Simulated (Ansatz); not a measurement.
# Lattice dynamics of TiPbSe3 (built on the sites of a database entry of HfPbO3), part 2 of 2

Wanted: vibrations and spectra of TiPbSe3 (built on the sites of a database entry of HfPbO3); the cell is already relaxed. After the zone centre comes a 2×2×2 q mesh on a 8×8×8 k mesh.

Ansatz 0.2.0; DFT PBEsol, scalar-relativistic, plane waves, PAW.

So far. Step 2 (Modes at Γ): Before it was imposed, the acoustic sum rule was missed by 5.4e-5 eV/Å². Small misses are needed for a sound result but don't prove that mesh and cutoff are converged. The lowest optical mode is imaginary, 81.9i cm⁻¹, so the energy falls along it.

The structure was built from a prototype and need not be the compound's stable phase.

**3. Response at finite wavevector (continued)**

The partial phonon density of states has structure finer than the step of the table below, so its rows give means over 20 cm⁻¹, whole bins alone (the curve runs from -131 to 296 cm⁻¹). Peaks (cm⁻¹: height): Pb -55.5: 0.128; Se -79.7: 0.0557, -66.3: 0.0623, 51.7: 0.0400, 89.2: 0.0523, 105.3: 0.0574, 247.3: 0.0380, 274.1: 0.0386; Ti -55.5: 0.0150, 89.2: 0.0134, 150.8: 0.00905, 220.5: 0.0728.

Phonopy on the run's constants, 11x11x11 mesh, Gaussian sigma 3.0 cm-1. Interpolated from a 2×2×2 q mesh. Partial phonon density of states against wavenumber; means over each step; values in 1/cm⁻¹/cell:

```csv
wavenumber (cm⁻¹),Pb,Se,Ti
-120,9.2e-6,0.0134,0
-100,2.2e-4,0.0283,7.7e-6
-80,0.0122,0.0436,3.2e-4
-60,0.0802,0.0467,0.00793
-40,0.0316,0.0268,0.00700
-20,0.00477,0.00931,0.00485
0,0.00139,0.00323,0.00188
20,0.00407,0.0115,0.00395
40,0.00624,0.0215,0.00333
60,0.00313,0.0332,0.00548
80,0.00245,0.0428,0.00625
100,0.00188,0.0477,0.00638
120,1.0e-3,0.0230,0.00531
140,9.2e-5,0.00246,0.00201
160,7.7e-5,0.00157,0.00392
180,1.4e-4,0.00419,0.00811
200,1.7e-4,0.00709,0.0128
220,3.3e-4,0.0106,0.0417
240,1.4e-5,0.0275,0.0173
260,2.4e-5,0.0291,0.00870
280,1.3e-5,0.0165,0.00280
```

Symmetry leaves 4 wavevectors to solve. The lowest mode among them, the acoustic zeros apart, lies at q = (0, -0.5, -0.5) and is imaginary, 122.1i cm⁻¹, so the energy falls along it.

**4. Isotope substitution, element Pb, natural mass 207.2 amu**

An isotope changes the mass and not the force constants, so no new electronic calculation is needed; the shifts show which modes move this element.

The same force constants with the mass of Pb changed from 207.200 to 203.973 u (phonopy, no LO-TO term). Both lists are sorted by frequency; levels can cross, so a row need not hold one and the same mode. Modes under 3 cm⁻¹ are left out. Isotope shifts, by row, the first 40 of 57 rows:

```csv
q,rank,natural mass (cm⁻¹),changed mass (cm⁻¹)
0 0 0,1,-81.87,-82.12
0 0 0,2,-81.87,-82.12
0 0 0,3,-81.87,-82.12
0 0 0,4,-63.84,-63.84
0 0 0,5,-63.84,-63.84
0 0 0,6,-63.84,-63.84
0 0 0,7,-41.53,-41.59
0 0 0,8,-41.53,-41.59
0 0 0,9,-41.53,-41.59
0 0 0,13,251.7,251.7
0 0 0,14,251.7,251.7
0 0 0,15,251.7,251.7
0 0 -0.5,1,-58.76,-58.76
0 0 -0.5,2,-58.76,-58.76
0 0 -0.5,3,-57.77,-58.17
0 0 -0.5,4,-57.77,-58.17
0 0 -0.5,5,-47.29,-47.29
0 0 -0.5,6,-47.29,-47.29
0 0 -0.5,7,-45.24,-45.24
0 0 -0.5,8,-22.29,-22.46
0 0 -0.5,9,59.28,59.34
0 0 -0.5,10,59.28,59.34
0 0 -0.5,11,76.93,76.93
0 0 -0.5,12,224,224
0 0 -0.5,13,238.5,238.5
0 0 -0.5,14,249.3,249.3
0 0 -0.5,15,249.3,249.3
0 -0.5 -0.5,1,-122.1,-122.1
0 -0.5 -0.5,2,-69.2,-69.59
0 -0.5 -0.5,3,-69.2,-69.59
0 -0.5 -0.5,4,-59.78,-59.78
0 -0.5 -0.5,5,-37.97,-38.26
0 -0.5 -0.5,6,45.83,45.92
0 -0.5 -0.5,7,45.83,45.92
0 -0.5 -0.5,8,53.22,53.22
0 -0.5 -0.5,9,53.22,53.22
0 -0.5 -0.5,10,117.3,117.3
0 -0.5 -0.5,11,124.7,124.7
0 -0.5 -0.5,12,217.8,217.8
0 -0.5 -0.5,13,217.8,217.8
```

A mode of this element alone would shift by +0.79 %. The highest zone-centre frequency without the field goes from 251.7 to 251.7 cm⁻¹ (+0.0 %).

**5. Isotope substitution, element Se, natural mass 78.971 amu**

The same for Se, from 78.97 to 81.92 u.

The same force constants with the mass of Se changed from 78.971 to 81.917 u (phonopy, no LO-TO term). Both lists are sorted by frequency; levels can cross, so a row need not hold one and the same mode. Modes under 3 cm⁻¹ are left out. Isotope shifts, by row, the first 40 of 57 rows:

```csv
q,rank,natural mass (cm⁻¹),changed mass (cm⁻¹)
0 0 0,1,-81.87,-81.02
0 0 0,2,-81.87,-81.02
0 0 0,3,-81.87,-81.02
0 0 0,4,-63.84,-62.68
0 0 0,5,-63.84,-62.68
0 0 0,6,-63.84,-62.68
0 0 0,7,-41.53,-41.32
0 0 0,8,-41.53,-41.32
0 0 0,9,-41.53,-41.32
0 0 0,13,251.7,248.6
0 0 0,14,251.7,248.6
0 0 0,15,251.7,248.6
0 0 -0.5,1,-58.76,-57.97
0 0 -0.5,2,-58.76,-57.97
0 0 -0.5,3,-57.77,-57.63
0 0 -0.5,4,-57.77,-57.63
0 0 -0.5,5,-47.29,-46.78
0 0 -0.5,6,-47.29,-46.78
0 0 -0.5,7,-45.24,-44.42
0 0 -0.5,8,-22.29,-22.29
0 0 -0.5,9,59.28,58.35
0 0 -0.5,10,59.28,58.35
0 0 -0.5,11,76.93,75.55
0 0 -0.5,12,224,224
0 0 -0.5,13,238.5,234.2
0 0 -0.5,14,249.3,246.2
0 0 -0.5,15,249.3,246.2
0 -0.5 -0.5,1,-122.1,-119.9
0 -0.5 -0.5,2,-69.2,-68.86
0 -0.5 -0.5,3,-69.2,-68.86
0 -0.5 -0.5,4,-59.78,-59.43
0 -0.5 -0.5,5,-37.97,-37.97
0 -0.5 -0.5,6,45.83,45.22
0 -0.5 -0.5,7,45.83,45.22
0 -0.5 -0.5,8,53.22,52.26
0 -0.5 -0.5,9,53.22,52.26
0 -0.5 -0.5,10,117.3,115.2
0 -0.5 -0.5,11,124.7,122.4
0 -0.5 -0.5,12,217.8,217.8
0 -0.5 -0.5,13,217.8,217.8
```

A mode of this element alone would shift by -1.81 %. The highest zone-centre frequency without the field goes from 251.7 to 248.6 cm⁻¹ (-1.2 %).

**6. Isotope substitution, element Ti, natural mass 47.867 amu**

The same for Ti, from 47.87 to 49.94 u.

A mode of this element alone would shift by -2.10 %. The highest zone-centre frequency without the field goes from 251.7 to 250.0 cm⁻¹ (-0.7 %).

**7. Outcome**

```yaml
space_group_within_0p01_a: Pm-3m
volume_per_atom: 24.0 Å³
electronic_character: no gap on this mesh
highest_optical_mode_at_the_zone_centre_no_lo_to_term: 252 cm⁻¹
lowest_optical_zone_centre_mode: -81.9 cm⁻¹
lowest_mode_on_the_q_mesh_acoustic_modes_at_gamma_apart: -122 cm⁻¹
highest_frequency_on_the_path_or_at_a_solved_wavevector: 278 cm⁻¹
imaginary_modes_on_the_2x2x2_q_mesh: yes
```

**Reading.** Modes are clearly imaginary (beyond 10i cm⁻¹) at 4 of the 4 irreducible wavevectors, most at q = (0, -0.5, -0.5) (122.1i cm⁻¹), so this structure is not a minimum of the energy. The optical modes at Γ span -82 to 252 cm⁻¹ (negative means imaginary). The highest mode in this list at Γ, 251.7 cm⁻¹, has its largest share on Se (68 % of the kinetic energy). With no gap, or one that is small against the smearing, the frequencies hang on the k mesh and the smearing, most of all near Kohn anomalies. Spin-orbit coupling is left out, which can matter for the heavy elements here. The starting cell was built on a prototype and not taken from a measurement, so the phase need not exist. These are harmonic frequencies at zero temperature: anharmonic shifts, linewidths and thermal expansion are left out.

[Logs are printed without paths, hosts, clocks, repeated set-up lines and the standing remarks that a program may print on its own settings, such as how far it seeks lower states.]

[Hosts, paths, dates, database ids (printed as entryN), source tags and the programs' standing remarks are cut or masked in the printed files.]
